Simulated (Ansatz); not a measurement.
## From PBE to G0W0: C2S3 (P2_1/c)

Wanted: the gap of C2S3 (P2_1/c) with a many-body correction, and the time that it takes.

Program: Ansatz 0.2.0. Level of theory: PBE, then G0W0 on it, plane waves, PAW. Results are calculated unless marked as measured.

**1. The structure**

It takes space group P2_1/c (No. 14, monoclinic). The conventional cell has a = 5.805 Å, b = 6.638 Å, c = 10.779 Å, α = 90.00°, β = 109.17°, γ = 90.00°. C has 1 C at 1.35 Å and 2 S at 1.73 Å nearest. C has 3 S at 1.65 to 1.74 Å nearest. S has 2 C at 1.73 to 1.74 Å nearest. Nearest to S lie 2 C at 1.73 Å. Nearest to S lie 1 C at 1.65 Å. Farther neighbours and most contacts between anions are not listed.

The start is a cell from the Crystallography Open Database.

**2. Relaxing the structure**

The structure is relaxed first.

This step: DFT, PBE, plane waves, PAW; PAW set soft_1.

Input file input.yaml:

```yaml
crystal:
  lattice:
    - [5.805, 0.0, 0.0]
    - [0.0, 6.6377, 0.0]
    - [-3.5391430821, 0.0, 10.1819277854]
  atoms:
    - { symbol: C, position: [0.42859, 0.9952, 0.03849] }
    - { symbol: C, position: [0.57141, 0.4952, 0.46151] }
    - { symbol: C, position: [0.57141, 0.0048, 0.96151] }
    - { symbol: C, position: [0.42859, 0.5048, 0.53849] }
    - { symbol: C, position: [0.2862, 0.3117, 0.8961] }
    - { symbol: C, position: [0.7138, 0.8117, 0.6039] }
    - { symbol: C, position: [0.7138, 0.6883, 0.1039] }
    - { symbol: C, position: [0.2862, 0.1883, 0.3961] }
    - { symbol: S, position: [0.21533, 0.18527, 0.02019] }
    - { symbol: S, position: [0.78467, 0.68527, 0.47981] }
    - { symbol: S, position: [0.78467, 0.81473, 0.97981] }
    - { symbol: S, position: [0.21533, 0.31473, 0.52019] }
    - { symbol: S, position: [0.52287, 0.20625, 0.85368] }
    - { symbol: S, position: [0.47713, 0.70625, 0.64632] }
    - { symbol: S, position: [0.47713, 0.79375, 0.14632] }
    - { symbol: S, position: [0.52287, 0.29375, 0.35368] }
    - { symbol: S, position: [0.13724, 0.51273, 0.82251] }
    - { symbol: S, position: [0.86276, 0.01273, 0.67749] }
    - { symbol: S, position: [0.86276, 0.48727, 0.17749] }
    - { symbol: S, position: [0.13724, 0.98727, 0.32251] }
kpoints:
  mp_grid: { grid: [4, 4, 2] }
hamiltonian:
  xc: pbe
  pseudopotentials: { kind: paw, azcp: { folder: soft_1 } }
scf:
  occupations: { method: fermi_dirac, width: 0.02 }
relax:
  f_tol: 0.02
  max_steps: 60
```

Run with:

```console
> ansatz run input.yaml --threads 2 --pin off --max-ram 92160MiB --backend cuda --events-out ev --progress --plain --runs-dir out --devices 1 --max-vram 13GiB
```

Numbers of over 12 decimals in the logs are rounded to 6 here.

Log:

```text
GPUs: using 1 of 1 available (devices: 1).
Engine: ansatz 0.2.0, x86_64-unknown-linux-gnu
Pseudopotentials: kind: paw
Pseudopotential: C, paw, valence charge 4, recommended cutoff 420 eV (normal), soft_1/C.paw.azcp
Pseudopotential: S, paw, valence charge 6, recommended cutoff 420 eV (normal), soft_1/S.paw.azcp
Functional definition: PBE
  parameter kappa = 0.804
  parameter beta = 0.066725
  exchange = pbe_x(kappa = kappa, mu = beta*pi^2/3)
  correlation = pbe_c(beta = beta)
device memory: the entry about to start is reckoned to put 3.6 GiB on a device that reports 50.7 GiB free (of which the cap on the GPU budget leaves the run 13.0 GiB)
GPU FFT provider: cuFFT
GPU libraries: cuBLAS 13.8.2, cuFFT 12.4.0, cuSOLVER 12.3.4
Crystal: 20 atoms, lattice volume = 392.328 Å³
Basis set: ecut = 420 eV, 7669 PW (Γ), exchange–correlation on 80×90×150 points (8 copies of the dense FFT grid, shifted against one another)
Bands: 72, of which v1, the nominal top of the filled ones, is band 52 counted from 1 (51 counted from 0)
Symmetry: 4 space group operations
Space group: P21/c (ITA 14), of the structure as read, at distance tolerance 7.3e-5 Å
k-points: 18 of 32
Non-local potential: C, projectors of the file, l = 0: 2, l = 1: 2, l = 2: 1
Non-local potential: S, projectors of the file, l = 0: 2, l = 1: 2, l = 2: 1
PAW form: soft (Blöchl's): semilocal exchange-correlation on the pseudo side does not see the compensation charge
PAW one-centre angular grid: C, 110 points (default); XC on 64 Gauss nodes
PAW one-centre angular grid: S, 110 points (default); XC on 64 Gauss nodes
Initial density: superposition of atomic densities (chi_scale 0.1, normalization cell, long waves kept (reshape's long-wave potential 0.01 eV rms))
Initial wavefunctions: pseudopotential atomic-orbital guess
GPU buffer pool allocated for 135000 grid points (all kernels)
GPU transforms: local potential and band sums: pruned to the plane-wave sphere, on 40×45×75
Functional: x = pbe(κ = 0.804, μ = 0.219515), c = pbe(β = 0.066725)
SCF iter   1: F=—  HF=-12832.124539 eV  |F-HF|=—  |Δ(HF+E_count)|=         —  Δρ=7.05e-2  dr2=2.43e1  ethr=3.10e-3  ⟨swp⟩=6.3  Hψ=6536  notcnv=0  defer=76
preconditioner: auto → Resta (q_TF=auto, 2.187 Å⁻¹)  ε∞=3.8  [insulator: Δε(μ)=1.742 eV  Ē_g=11.114 eV  σ=0.020 eV  W_gap=1.00  n_scr=64 (ndim 8)  ℏωp=18.7 eV  f_vac=0.007  D(μ)=0.00/eV (n_scr^D=0)  ε∞_Penn≈3.8]
SCF iter   2: F=—  HF=-12826.842520 eV  |F-HF|=—  |Δ(HF+E_count)|=    5.28e0  Δρ=3.37e-2  dr2=5.22e0  ethr=3.10e-3  ⟨swp⟩=3.0  Hψ=2454  notcnv=0  defer=280
SCF iter   3: F=—  HF=-12825.468447 eV  |F-HF|=—  |Δ(HF+E_count)|=    1.37e0  Δρ=4.19e-3  dr2=8.10e-2  ethr=3.10e-3  ⟨swp⟩=3.0  Hψ=2004  notcnv=0  defer=280
SCF iter   4: F=—  HF=-12825.480387 eV  |F-HF|=—  |Δ(HF+E_count)|=   1.19e-2  Δρ=8.29e-4  dr2=3.12e-3  ethr=7.79e-5  ⟨swp⟩=3.0  Hψ=2577  notcnv=0  defer=284
SCF iter   5: F=—  HF=-12825.482040 eV  |F-HF|=—  |Δ(HF+E_count)|=   1.65e-3  Δρ=1.98e-4  dr2=1.81e-4  ethr=3.00e-6  ⟨swp⟩=3.2  Hψ=2030  notcnv=0  defer=284
SCF iter   6: F=—  HF=-12825.482196 eV  |F-HF|=—  |Δ(HF+E_count)|=   1.56e-4  Δρ=4.81e-5  dr2=1.52e-5  ethr=1.74e-7  ⟨swp⟩=2.0  Hψ=1625  notcnv=0  defer=284
SCF iter   7: F=-12825.482210 eV  HF=-12825.482210 eV  |F-HF|=7.67e-7  |Δ(HF+E_count)|=   1.37e-5  Δρ=1.24e-5  dr2=8.48e-7  ethr=9.62e-9  ⟨swp⟩=5.0  Hψ=4750  notcnv=0
SCF 1 converged in 7 iterations: F = -12825.482210 eV  dr2 = 8.48e-7
  greatest PAW one-centre occupation: 0.866 electrons in one spin orbital (limit 2), on the S atom at site 15 (counted from 0), in its partial waves of l = 0
relax step   1: F+E_penalty+E_count = -12825.48221040 eV  Δ(F+E_penalty+E_count) = +0.000e0 eV  max|allowed force component| = 6.079e-1 eV/Å  Δτ_max = 0.0000 Å  (7 SCF iters, dr2 threshold 1.00e-5 eV, accepted)
[...]
relax step   2: F+E_penalty+E_count = -12825.50008985 eV  Δ(F+E_penalty+E_count) = -1.788e-2 eV  max|allowed force component| = 2.348e-1 eV/Å  Δτ_max = 0.0906 Å  (6 SCF iters, dr2 threshold 2.31e-5 eV, accepted)
[...]
relax step   3: F+E_penalty+E_count = -12825.51320246 eV  Δ(F+E_penalty+E_count) = -1.311e-2 eV  max|allowed force component| = 4.764e-2 eV/Å  Δτ_max = 0.0524 Å  (6 SCF iters, dr2 threshold 3.44e-6 eV, accepted)
[...]
relax step   4: F+E_penalty+E_count = -12825.51408412 eV  Δ(F+E_penalty+E_count) = -8.817e-4 eV  max|allowed force component| = 4.129e-2 eV/Å  Δτ_max = 0.0173 Å  (7 SCF iters, accepted)
[...]
relax step   5: F+E_penalty+E_count = -12825.51446130 eV  Δ(F+E_penalty+E_count) = -3.772e-4 eV  max|allowed force component| = 6.019e-3 eV/Å  Δτ_max = 0.0056 Å  (6 SCF iters, accepted)
SCF converged after 6 iterations
Free energy (F): -12825.514461 eV
Harris-Foulkes:  -12825.514461 eV  (|F-HF|=1.15e-8)
Internal energy: -12825.514461 eV  (E = F + TS)
E sigma→0 (E₀):  -12825.514461 eV
Fermi energy:    4.499953 eV
--- Per-component energies (eV) ---
  E_band       = -384.049595
  E_kinetic    = 1955.299552
  E_local      = -3974.049985  (includes V_loc(G=0)·N_el)
  E_nonlocal   = 606.008219
  E_hartree    = 1322.643995
  E_xc         = -1431.170383
  E_vxc        = -1439.479661  (∫ρ·V_xc dr)
  E_paw        = -8101.570541  (= ΣΔE_a)
  E_vpaw       = -177.114376  (= ΣTr[D̂ρ^β])
  E_aug_tail   = 0.000138  (compensation charges beyond the density's cutoff)
  E_ewald      = -3202.675456
  E_smearing   = -0.000000  (= −TS)
  E_closure    = -0.000000  (closes the sum)
  Σ components = -12825.514461   (vs F -12825.514461, Δ=0.00e0)
--- Forces (eV/Å), atoms counted from 1 ---
  atom   1  C     -0.00157239     0.00203431     0.00214843
  atom   2  C      0.00157239     0.00203431    -0.00214843
  atom   3  C      0.00157239    -0.00203431    -0.00214843
  atom   4  C     -0.00157239    -0.00203431     0.00214843
  atom   5  C      0.00306504     0.00438493    -0.00230751
  atom   6  C     -0.00306504     0.00438493     0.00230751
  atom   7  C     -0.00306504    -0.00438493     0.00230751
  atom   8  C      0.00306504    -0.00438493    -0.00230751
  atom   9  S     -0.00552283     0.00092988     0.00254422
  atom  10  S      0.00552283     0.00092988    -0.00254422
  atom  11  S      0.00552283    -0.00092988    -0.00254422
  atom  12  S     -0.00552283    -0.00092988     0.00254422
  atom  13  S     -0.00601946     0.00270402    -0.00238107
  atom  14  S      0.00601946     0.00270402     0.00238107
  atom  15  S      0.00601946    -0.00270402     0.00238107
  atom  16  S     -0.00601946    -0.00270402    -0.00238107
  atom  17  S      0.00287792    -0.00530181     0.00096227
  atom  18  S     -0.00287792    -0.00530181    -0.00096227
  atom  19  S     -0.00287792     0.00530181    -0.00096227
  atom  20  S      0.00287792     0.00530181     0.00096227
  max |Σ_I F_I| component: 1.73e-18 eV/Å
--- Relaxed structure (5 steps of the walk, 5 accepted, 0 SCFs on fresh bases) ---
  F+E_penalty+E_count = -12825.51446130 eV   max|allowed force component| = 6.019e-3 eV/Å
  atoms:
    - { symbol: C, position: [0.427534, 0.995659, 0.038902] }
    - { symbol: C, position: [0.572466, 0.495659, 0.461098] }
    - { symbol: C, position: [0.572466, 0.00434082, 0.961098] }
    - { symbol: C, position: [0.427534, 0.504341, 0.538902] }
    - { symbol: C, position: [0.285777, 0.312352, 0.894724] }
    - { symbol: C, position: [0.714223, 0.812352, 0.605276] }
    - { symbol: C, position: [0.714223, 0.687648, 0.105276] }
    - { symbol: C, position: [0.285777, 0.187648, 0.394724] }
    - { symbol: S, position: [0.214397, 0.186051, 0.019480] }
    - { symbol: S, position: [0.785603, 0.686051, 0.480520] }
    - { symbol: S, position: [0.785603, 0.813949, 0.980520] }
    - { symbol: S, position: [0.214397, 0.313949, 0.519480] }
    - { symbol: S, position: [0.523947, 0.204618, 0.852552] }
    - { symbol: S, position: [0.476053, 0.704618, 0.647448] }
    - { symbol: S, position: [0.476053, 0.795382, 0.147448] }
    - { symbol: S, position: [0.523947, 0.295382, 0.352552] }
    - { symbol: S, position: [0.136903, 0.513799, 0.819158] }
    - { symbol: S, position: [0.863097, 0.013799, 0.680842] }
    - { symbol: S, position: [0.863097, 0.486201, 0.180842] }
    - { symbol: S, position: [0.136903, 0.986201, 0.319158] }
```

The job ended after 16 s (1 × NVIDIA H100 80GB HBM3 (shared by 6 runs) with 2 threads of AMD EPYC 7R13 (Zen 3), shared host; peak memory 1 GiB).

The steps of the relaxation:

| step | energy less that of the first step (eV) | largest force component (eV/Å) |
| --- | --- | --- |
| 1 | 0.0000 | 0.6079 |
| 2 | -0.0179 | 0.2348 |
| 3 | -0.0310 | 0.0476 |
| 4 | -0.0319 | 0.0413 |
| 5 | -0.0323 | 0.0060 |

The run keeps the 4 symmetry operations that it works with, so distortions that break them were not tested.

The atoms that moved most (Å):

| atom | dx | dy | dz | length |
| --- | --- | --- | --- | --- |
| S19 | -0.010 | -0.007 | 0.034 | 0.036 |
| S17 | 0.010 | 0.007 | -0.034 | 0.036 |
| S20 | 0.010 | -0.007 | -0.034 | 0.036 |
| S18 | -0.010 | 0.007 | 0.034 | 0.036 |
| S15 | -0.010 | 0.011 | 0.011 | 0.019 |
| S13 | 0.010 | -0.011 | -0.011 | 0.019 |
| S16 | 0.010 | 0.011 | -0.011 | 0.019 |
| S14 | -0.010 | -0.011 | 0.011 | 0.019 |

**3. Bands along the symmetry lines**

Levels along a band path and on the mesh show where this functional puts the band edges.

Input file input.yaml:

```yaml
crystal:
  lattice:
    - [5.805, 0.0, 0.0]
    - [0.0, 6.6377, 0.0]
    - [-3.5391430821, 0.0, 10.1819277854]
  atoms:
    - { symbol: C, position: [0.4275340412, 0.9956591813, 0.0389019337] }
    - { symbol: C, position: [0.5724659588, 0.4956591813, 0.4610980663] }
    - { symbol: C, position: [0.5724659588, 0.0043408187, 0.9610980663] }
    - { symbol: C, position: [0.4275340412, 0.5043408187, 0.5389019337] }
    - { symbol: C, position: [0.2857765633, 0.3123523348, 0.8947240389] }
    - { symbol: C, position: [0.7142234367, 0.8123523348, 0.6052759611] }
    - { symbol: C, position: [0.7142234367, 0.6876476652, 0.1052759611] }
    - { symbol: C, position: [0.2857765633, 0.1876476652, 0.3947240389] }
    - { symbol: S, position: [0.2143970329, 0.1860506622, 0.019479966] }
    - { symbol: S, position: [0.7856029671, 0.6860506622, 0.480520034] }
    - { symbol: S, position: [0.7856029671, 0.8139493378, 0.980520034] }
    - { symbol: S, position: [0.2143970329, 0.3139493378, 0.519479966] }
    - { symbol: S, position: [0.5239473935, 0.2046179098, 0.852551854] }
    - { symbol: S, position: [0.4760526065, 0.7046179098, 0.647448146] }
    - { symbol: S, position: [0.4760526065, 0.7953820902, 0.147448146] }
    - { symbol: S, position: [0.5239473935, 0.2953820902, 0.352551854] }
    - { symbol: S, position: [0.1369031152, 0.5137988273, 0.8191576789] }
    - { symbol: S, position: [0.8630968848, 0.0137988273, 0.6808423211] }
    - { symbol: S, position: [0.8630968848, 0.4862011727, 0.1808423211] }
    - { symbol: S, position: [0.1369031152, 0.9862011727, 0.3191576789] }
kpoints:
  mp_grid: { grid: [4, 4, 2] }
  band_path:
    path:
      - [0.0, 0.0, 0.0]
      - [0.0, 0.5, 0.0]
      - [0.0, 0.5, 0.5]
      - [0.0, 0.0, 0.5]
      - [0.0, 0.0, 0.0]
      - [-0.5, 0.0, 0.5]
      - [-0.5, 0.5, 0.5]
      - [0.0, 0.5, 0.0]
      - [-0.5, 0.5, 0.0]
      - [-0.5, 0.0, 0.0]
      - [0.0, 0.0, 0.0]
    npoints: 10
hamiltonian:
  xc: pbe
  pseudopotentials: { kind: paw, azcp: { folder: soft_1 } }
scf:
  occupations: { method: fermi_dirac, width: 0.02 }
  n_extra_bands: 10
output:
  eigenvalues: true
  forces: true
  stress: true
  write_density: true
  write_potential: true
  elf: true
  volumetric_format: npy
```

Log:

```text
[...]
GPUs: using 1 of 1 available (devices: 1).
[...]
GPU FFT provider: cuFFT
GPU libraries: cuBLAS 13.8.2, cuFFT 12.4.0, cuSOLVER 12.3.4
Crystal: 20 atoms, lattice volume = 392.328 Å³
Basis set: ecut = 420 eV, 7669 PW (Γ), exchange–correlation on 80×90×150 points (8 copies of the dense FFT grid, shifted against one another)
Bands: 62, of which v1, the nominal top of the filled ones, is band 52 counted from 1 (51 counted from 0)
Symmetry: 4 space group operations
[...]
k-points: 18 of 32
[...]
GPU buffer pool allocated for 135000 grid points (all kernels)
[...]
SCF iter   1: F=—  HF=-12831.852738 eV  |F-HF|=—  |Δ(HF+E_count)|=         —  Δρ=6.92e-2  dr2=2.34e1  ethr=3.10e-3  ⟨swp⟩=7.1  Hψ=5587  notcnv=0
[...]
SCF iter  10: F=-12825.514461 eV  HF=-12825.514461 eV  |F-HF|=5.24e-9  |Δ(HF+E_count)|=   2.66e-7  Δρ=1.76e-6  dr2=1.71e-8  ethr=9.62e-11  ⟨swp⟩=23.3  Hψ=15101  notcnv=0
SCF 1 converged in 10 iterations: F = -12825.514461 eV  dr2 = 1.71e-8
[...]
NSCF: frozen V_eff on 101 k-points
SCF converged after 10 iterations
Free energy (F): -12825.514461 eV
[...]
Internal energy: -12825.514461 eV  (E = F + TS)
E sigma→0 (E₀):  -12825.514461 eV
Fermi energy:    4.499946 eV
[...]
--- Forces (eV/Å), atoms counted from 1 ---
  atom   1  C     -0.00155757     0.00203698     0.00212625
  atom   2  C      0.00155757     0.00203698    -0.00212625
  atom   3  C      0.00155757    -0.00203698    -0.00212625
  atom   4  C     -0.00155757    -0.00203698     0.00212625
  atom   5  C      0.00308405     0.00435967    -0.00228235
  atom   6  C     -0.00308405     0.00435967     0.00228235
  atom   7  C     -0.00308405    -0.00435967     0.00228235
  atom   8  C      0.00308405    -0.00435967    -0.00228235
  atom   9  S     -0.00551741     0.00093021     0.00252927
  atom  10  S      0.00551741     0.00093021    -0.00252927
  atom  11  S      0.00551741    -0.00093021    -0.00252927
  atom  12  S     -0.00551741    -0.00093021     0.00252927
  atom  13  S     -0.00603263     0.00270116    -0.00236915
  atom  14  S      0.00603263     0.00270116     0.00236915
  atom  15  S      0.00603263    -0.00270116     0.00236915
  atom  16  S     -0.00603263    -0.00270116    -0.00236915
  atom  17  S      0.00287804    -0.00529028     0.00096330
  atom  18  S     -0.00287804    -0.00529028    -0.00096330
  atom  19  S     -0.00287804     0.00529028    -0.00096330
  atom  20  S      0.00287804     0.00529028     0.00096330
  max |Σ_I F_I| component: 8.67e-19 eV/Å
--- Stress (GPa, compression-positive) ---
        1.388612      -0.000000       0.255525
       -0.000000       1.539467       0.000000
        0.255525       0.000000       1.231396
  P = ⅓ Tr σ = 1.3865 GPa (13.865 kbar)
--- Band table (eV; the first three rows and the last of 18) ---
  k-point 0: bands = [... 48 lower, 2.9779, 3.2728, 3.3386, 3.5280, 5.2999, 5.9293, 6.0122, 6.0948, ... 6 higher]
  k-point 1: bands = [... 48 lower, 3.1304, 3.1304, 3.5056, 3.5056, 5.5710, 5.5710, 6.1756, 6.1756, ... 6 higher]
  k-point 2: bands = [... 48 lower, 2.9932, 3.2831, 3.3624, 3.6030, 5.4721, 5.8572, 6.0773, 6.0994, ... 6 higher]
  k-point 17: bands = [... 48 lower, 2.9501, 2.9501, 3.4777, 3.4777, 5.4815, 5.4815, 5.7377, 5.7377, ... 6 higher]
```

The job ended after 16 s (1 × NVIDIA H100 80GB HBM3 (shared by 6 runs) with 2 threads; peak memory 1.2 GiB).

Numbers from this step:

```
pressure             : 1.386 GPa
filled bands         : 52
gap                  : 1.590 eV
valence top at       : k = (-0.500, 0.100, 0.000)
conduction bottom at : Γ
least direct gap     : 1.607 eV
```

Over mesh and path the gap is 1.590 eV, from k = (-0.500, 0.100, 0.000) to k = Γ. The least direct gap found is 1.607 eV, at k = (-0.500, 0.150, 0.000). On the 4×4×2 mesh alone the same run gives 1.592 eV, so that mesh misses an edge of PBE: 1.592 − 1.590 = +0.002 eV.

Electronic bands along the path, in eV, zero at the top of the highest nominally filled band:

| point | band 49 | band 50 | band 51 | band 52 | band 53 | band 54 | band 55 | band 56 |
| --- | --- | --- | --- | --- | --- | --- | --- | --- |
| Γ | -0.73 | -0.44 | -0.37 | -0.18 | 1.59 | 2.22 | 2.30 | 2.38 |
| halfway | -0.72 | -0.43 | -0.35 | -0.11 | 1.76 | 2.15 | 2.37 | 2.39 |
| Z | -0.51 | -0.51 | -0.21 | -0.21 | 2.02 | 2.02 | 2.38 | 2.38 |
| halfway | -0.56 | -0.56 | -0.22 | -0.22 | 2.02 | 2.02 | 2.36 | 2.36 |
| D | -0.63 | -0.63 | -0.24 | -0.24 | 2.01 | 2.01 | 2.34 | 2.34 |
| halfway | -0.61 | -0.61 | -0.23 | -0.23 | 1.93 | 1.93 | 2.40 | 2.40 |
| B | -0.58 | -0.58 | -0.20 | -0.20 | 1.86 | 1.86 | 2.47 | 2.47 |
| halfway | -0.71 | -0.45 | -0.31 | -0.18 | 1.67 | 2.08 | 2.36 | 2.46 |
| Γ | -0.73 | -0.44 | -0.37 | -0.18 | 1.59 | 2.22 | 2.30 | 2.38 |
| halfway | -0.67 | -0.55 | -0.34 | -0.23 | 1.64 | 1.97 | 2.12 | 2.23 |
| A | -0.54 | -0.54 | -0.22 | -0.22 | 1.82 | 1.82 | 1.94 | 1.94 |
| halfway | -0.58 | -0.58 | -0.24 | -0.24 | 1.78 | 1.78 | 2.00 | 2.00 |
| E | -0.76 | -0.76 | -0.23 | -0.23 | 1.77 | 1.77 | 2.03 | 2.03 |
| halfway | -0.66 | -0.66 | -0.20 | -0.20 | 1.91 | 1.91 | 2.17 | 2.17 |
| Z | -0.51 | -0.51 | -0.21 | -0.21 | 2.02 | 2.02 | 2.38 | 2.38 |
| halfway | -0.62 | -0.62 | -0.21 | -0.21 | 1.87 | 1.87 | 2.21 | 2.21 |
| C2 | -0.66 | -0.66 | -0.25 | -0.25 | 1.68 | 1.68 | 2.18 | 2.18 |
| halfway | -0.72 | -0.56 | -0.54 | -0.03 | 1.61 | 1.82 | 2.00 | 2.11 |
| Y2 | -0.75 | -0.64 | -0.51 | 0.00 | 1.62 | 1.81 | 1.89 | 2.01 |
| halfway | -0.66 | -0.57 | -0.35 | -0.16 | 1.64 | 2.01 | 2.04 | 2.19 |
| Γ | -0.73 | -0.44 | -0.37 | -0.18 | 1.59 | 2.22 | 2.30 | 2.38 |

Valence density in the ac plane at fractional y = 0.004, with atoms of C and S within 0.2 Å of it. It is the smooth field of the valence electrons, not physical close to the nuclei.

Ten even steps from '_' (0.0 e/Å³) to '@' (2.0 e/Å³), each cell a mean:
```
______....--==##@@%%##==..______
__________..::==####++::________
____________..::----..__________
______________....______________
____________________________....
::______________________..------
--..__________________..==++==++
--..________________..--==::::++
..__________________..--====++==
____________________..::----::..
________________________..______
________________________________
________________________________
____........____________________
..--====--::____________________
--++--====::__________________..
++==::==--..__________________::
==++++==..____________________..
..::::..________________________
________________________________
____________........____________
__________..--++==::____________
________::==##%%##==::..________
______..--++%%@@@@##++--..______
```
Columns run along a (5.8 Å), rows up along c (10.8 Å). Atoms in or near the plane, at fractional coordinates: C at (0.43, 0.04), C at (0.57, 0.96), S at (0.86, 0.68), S at (0.14, 0.32).

ELF in the ac plane at fractional y = 0.004, with atoms of C and S within 0.2 Å of it. It is the smooth field of the valence electrons, not physical close to the nuclei.

Ten even steps from '0' (0.01) to '9' (0.93), each cell a mean:
```
1345667951475320
0222236744552100
0000014676410000
1000013553100122
7410013331014788
9840002210159999
9961000000489747
9950000001586107
9720000002576369
7300000002577788
2000000001345554
0000000000111100
0222222000000000
6776653100000002
9976764100000037
9712773000000169
9315873000000389
9889951000000279
9998510122100158
5653000233100013
0000013564200000
0001246676310000
0123563168653331
0245773597676431
```
Columns run along a (5.8 Å), rows up along c (10.8 Å). Atoms in or near the plane, at fractional coordinates: C at (0.43, 0.04), C at (0.57, 0.96), S at (0.86, 0.68), S at (0.14, 0.32).

(Part 1 of 2 ends here.)

[Paths, hosts, dates, memory and timing lines, banners, echoed tables and standing remarks are left out of the program output.]

[Logs are printed without paths, hosts, clocks, repeated set-up lines and the standing remarks that a program may print on its own settings, such as how far it seeks lower states.]

[Runs of the session that timed out or met a known fault of the program may be left out.]

[Cells called generated may have been cut or substituted from an entry of the Crystallography Open Database or the Materials Project.]

[Hosts, paths, dates, database ids (printed as entryN), source tags and the programs' standing remarks are cut or masked in the printed files.]

[Where an RPA ε∞ is given, it is that of the G0W0 mesh and is not shown converged in it. Names of k-points follow the symmetry that the program found, which can be lower than the space group named. Band edges on a path are those of the sampled points; other points can move an edge, and change direct to indirect where valleys lie close.]

[Hybrid gaps are those of their k-mesh and are not shown converged in it.]
